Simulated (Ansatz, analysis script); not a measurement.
**Stoner picture of Ruthenium**

Is Ruthenium magnetic, nearly magnetic or plainly paramagnetic? E(M) and M(B) tell.

Program: Ansatz 0.2.0. Level of theory: PBE, PAW set soft_1. Results are calculated unless marked as measured.

Most raw output is cut from this account.

## Step 1: Starting point

Symmetry: P6_3/mmc, No. 194, hexagonal system. Conventional cell: a = 2.706 Å, b = 2.706 Å, c = 4.282 Å, α = 90.00°, β = 90.00°, γ = 120.00°. Ru has 12 Ru at 2.65 to 2.71 Å nearest.

The cell of this run holds 2 atoms, 2 of them with a starting moment; values «a cell» refer to the cell of the run in question.

## Step 2: Starting state

A collinear run comes first: it shows whether moments survive, and how large they are.

Input file input.yaml:

```yaml
crystal:
  lattice:
    - [2.7058, 0.0, 0.0]
    - [-1.3529, 2.3432915376, 0.0]
    - [0.0, 0.0, 4.2819]
  atoms:
    - { symbol: Ru, position: [0.3333333333, 0.6666666667, 0.25], spin: 1.5 }
    - { symbol: Ru, position: [0.6666666667, 0.3333333333, 0.75], spin: 1.5 }
magnetization:
  spin_polarized: true
kpoints:
  mp_grid: { grid: [14, 14, 8] }
hamiltonian:
  xc: pbe
  pseudopotentials: { kind: paw, azcp: { folder: soft_1 } }
scf:
  occupations: { method: fermi_dirac, width: 0.05 }
  max_iter: 120
  convergence: { dr2_threshold: 1.0e-08 }
  lower_state_search: "off"
```

Started as:

```bash
$ ansatz run input.yaml --threads 2 --pin off --max-ram 5120MiB --backend cpu --events-out ev --progress --plain --runs-dir out
```

Wall time 18 s (2 threads of Intel Xeon at 2.50GHz (Skylake/Cascade Lake), shared host); peak memory 0.35 GiB.

The spin moment in the atom's sphere vanishes on all atoms.

Tables count atoms from 1; parts of the log count from 0.

The run ends non-magnetic, with a net moment of 0 μB a cell. The run left the order that was typed.

## Step 3: The same state on a denser mesh

Levels at the Fermi energy are partly filled, so moments and energy differences can hang on the k-mesh, and the state is solved again on a denser one.

Edit input.yaml of step 2 so:

```diff
@@ -11,3 +11,3 @@
 kpoints:
-  mp_grid: { grid: [14, 14, 8] }
+  mp_grid: { grid: [16, 16, 9] }
 hamiltonian:
@@ -20 +20,3 @@
   lower_state_search: "off"
+basis:
+  ecutwfc: 420.0
```

It took 22 s on 2 threads; peak memory 0.37 GiB.

The spin moment in the atom's sphere vanishes on all atoms.

The run ends non-magnetic, with a net moment of 0 μB a cell, against 0 μB on the first mesh.

## Step 4: Without spin

The state without spin is the zero of E(M).

input.yaml, the sections that differ from step 3:

```yaml
crystal:
  lattice:
    - [2.7058, 0.0, 0.0]
    - [-1.3529, 2.3432915376, 0.0]
    - [0.0, 0.0, 4.2819]
  atoms:
    - { symbol: Ru, position: [0.3333333333, 0.6666666667, 0.25] }
    - { symbol: Ru, position: [0.6666666667, 0.3333333333, 0.75] }
scf:
  occupations: { method: fermi_dirac, width: 0.05 }
  max_iter: 120
  convergence: { dr2_threshold: 1.0e-08 }
# kpoints, hamiltonian, basis: as in step 3
# magnetization: removed
```

Started as:

```bash
$ ansatz run input.yaml --threads 1 --pin off --max-ram 2560MiB --backend cpu --events-out ev --progress --plain --runs-dir out
```

It took 7.4 s on 1 thread; peak memory 0.34 GiB.

## Step 5: Without spin, levels printed

Edit input.yaml of step 4 so:

```diff
@@ -19 +19,3 @@
   ecutwfc: 420.0
+output:
+  eigenvalues: true
```

It took 8.9 s on 1 thread; peak memory 0.33 GiB.

## Step 6: Total moment fixed at 0.2 μB

Two Fermi levels, one a spin, hold the total moment exactly, which reaches states that a free run would leave.

input.yaml, the sections that differ from step 5:

```yaml
crystal:
  lattice:
    - [2.7058, 0.0, 0.0]
    - [-1.3529, 2.3432915376, 0.0]
    - [0.0, 0.0, 4.2819]
  atoms:
    - { symbol: Ru, position: [0.3333333333, 0.6666666667, 0.25], spin: 0.1 }
    - { symbol: Ru, position: [0.6666666667, 0.3333333333, 0.75], spin: 0.1 }
magnetization:
  spin_polarized: true
  initial_magnetization: 0.2
  spin_locking: { lock_magnetization: hard }
scf:
  occupations: { method: fermi_dirac, width: 0.05 }
  max_iter: 120
  convergence: { dr2_threshold: 1.0e-08 }
  lower_state_search: "off"
# kpoints, hamiltonian, basis: as in step 5
# output: removed
```

Wall time 19 s (1 thread); peak memory 0.37 GiB.

The energy is 10.9 meV from the state without spin, and the largest site carries 0.0894 μB.

## Step 7: Total moment fixed at 0.4 μB

input.yaml, the sections that differ from step 6:

```yaml
crystal:
  lattice:
    - [2.7058, 0.0, 0.0]
    - [-1.3529, 2.3432915376, 0.0]
    - [0.0, 0.0, 4.2819]
  atoms:
    - { symbol: Ru, position: [0.3333333333, 0.6666666667, 0.25], spin: 0.2 }
    - { symbol: Ru, position: [0.6666666667, 0.3333333333, 0.75], spin: 0.2 }
magnetization:
  spin_polarized: true
  initial_magnetization: 0.4
  spin_locking: { lock_magnetization: hard }
# kpoints, hamiltonian, scf, basis: as in step 6
```

Wall time 20 s (1 thread); peak memory 0.37 GiB.

The energy is 39.9 meV from the state without spin, and the largest site carries 0.180 μB.

## Step 8: Total moment fixed at 1 μB

input.yaml, the sections that differ from step 7:

```yaml
crystal:
  lattice:
    - [2.7058, 0.0, 0.0]
    - [-1.3529, 2.3432915376, 0.0]
    - [0.0, 0.0, 4.2819]
  atoms:
    - { symbol: Ru, position: [0.3333333333, 0.6666666667, 0.25], spin: 0.5 }
    - { symbol: Ru, position: [0.6666666667, 0.3333333333, 0.75], spin: 0.5 }
magnetization:
  spin_polarized: true
  initial_magnetization: 1.0
  spin_locking: { lock_magnetization: hard }
# kpoints, hamiltonian, scf, basis: as in step 7
```

The job ended after 15 s (1 thread; peak memory 0.37 GiB).

The energy is 215 meV from the state without spin, and the largest site carries 0.456 μB.

## Step 9: Total moment fixed at 1.8 μB

input.yaml, the sections that differ from step 8:

```yaml
crystal:
  lattice:
    - [2.7058, 0.0, 0.0]
    - [-1.3529, 2.3432915376, 0.0]
    - [0.0, 0.0, 4.2819]
  atoms:
    - { symbol: Ru, position: [0.3333333333, 0.6666666667, 0.25], spin: 0.9 }
    - { symbol: Ru, position: [0.6666666667, 0.3333333333, 0.75], spin: 0.9 }
magnetization:
  spin_polarized: true
  initial_magnetization: 1.8
  spin_locking: { lock_magnetization: hard }
# kpoints, hamiltonian, scf, basis: as in step 8
```

Elapsed: 16 s, on 1 thread; peak memory 0.37 GiB.

The energy is 659 meV from the state without spin, and the largest site carries 0.819 μB.

5 more runs differ from these in the same keys alone and are tabled below.

## Step 10: No field, tight threshold

A field gives a second route to the same curve. A thousand tesla shift each spin by 58 meV, and the threshold is tightened so that small induced moments are resolved.

input.yaml, the sections that differ from step 9:

```yaml
crystal:
  lattice:
    - [2.7058, 0.0, 0.0]
    - [-1.3529, 2.3432915376, 0.0]
    - [0.0, 0.0, 4.2819]
  atoms:
    - { symbol: Ru, position: [0.3333333333, 0.6666666667, 0.25], spin: 0.3 }
    - { symbol: Ru, position: [0.6666666667, 0.3333333333, 0.75], spin: 0.3 }
magnetization:
  spin_polarized: true
scf:
  occupations: { method: fermi_dirac, width: 0.05 }
  max_iter: 120
  convergence: { dr2_threshold: 1.0e-10 }
  lower_state_search: "off"
# kpoints, hamiltonian, basis: as in step 9
```

Run time: 26 s. Hardware: 1 thread; peak memory 0.36 GiB.

The net moment is 0 μB a cell.

## Step 11: Field of 1500 T

Edit input.yaml of step 10 so:

```diff
@@ -10,2 +10,3 @@
   spin_polarized: true
+  magnetic_field: 1500.0
 kpoints:
```

Run time: 23 s. Hardware: 1 thread; peak memory 0.37 GiB.

The net moment is 0.162 μB a cell.

The other 2 runs of this kind were made alike; their results stand in the table below.

## Step 12: E(M) and M(B)

Energy less the state without spin against total moment:

```csv
total moment (μB/cell),energy less the state without spin (meV/cell)
0.000,0
0.200,10.9
0.400,39.9
0.600,82.9
0.800,141
1.000,215
1.200,305
1.400,411
1.600,529
1.800,659
```

The field that holds a moment is half the difference of the two Fermi levels over μB.

Field that holds the moment against total moment:

```csv
total moment (μB/cell),field that holds the moment (T)
0.200,1805
0.400,3141
0.600,4302
0.800,5720
1.000,7080
1.200,8495
1.400,9683
1.600,10730
1.800,11717
```

Site moments:

```csv
total (μB),Ru no. 1 (μB),Ru no. 2 (μB)
0.2,0.0894,0.0894
0.4,0.1802,0.1802
0.6,0.2723,0.2723
0.8,0.3644,0.3644
1,0.4561,0.4561
1.2,0.5467,0.5467
1.4,0.6378,0.6378
1.6,0.7285,0.7285
1.8,0.8189,0.8189
```

Total moment against field:

```csv
field (T),total moment (μB/cell)
0,-7.9e-7
300,0.0302
600,0.0610
1500,0.162
```

Three Landau terms miss the curve as a whole or at its small-moment end, and no Stoner analysis is made here.

## Step 13: Summary of results

```
state of the free run                              : non-magnetic
net moment of the free run                         : 0 μB
energy of the free run from the state without spin : 0 meV a cell
lowest of the fixed moments tried                  : M = 0 μB, 0 meV
dM/dB between 0 and 300 T                          : 0.101 μB a cell per 1000 T
```

In words: From parallel starts in this cell no moment survives, so no ferromagnetic state is found at this level (opposed orders were not tried), and it is far: a cell moment of 1 μB costs 215 meV. E(M) is lowest at M = 0 and costs 659 meV at 1.8 μB. The two routes can be compared: 1500 T induce 0.162 μB, and the fixed-moment runs need about 1498 T for that moment, by interpolation. The field acts on spins alone. The 13 fixed-moment and field runs took 4.3 min of wall time, added up. Energies are free energies at a smearing of 0.05 eV, and with partly filled levels differences shift, at times strongly, as the smearing goes to zero. In doubt: the program's search for lower states was switched off, so a lower magnetic state than those reached may exist.

[Logs and program files are shortened in this print: banners, set-up blocks, solver, clock and traceback lines can be left out without a mark of their own.]

[Logs are printed without paths, hosts, clocks, repeated set-up lines and the standing remarks that a program may print on its own settings, such as how far it seeks lower states.]

[Hosts, paths, dates, database ids (printed as entryN), source tags and the programs' standing remarks are cut or masked in the printed files.]
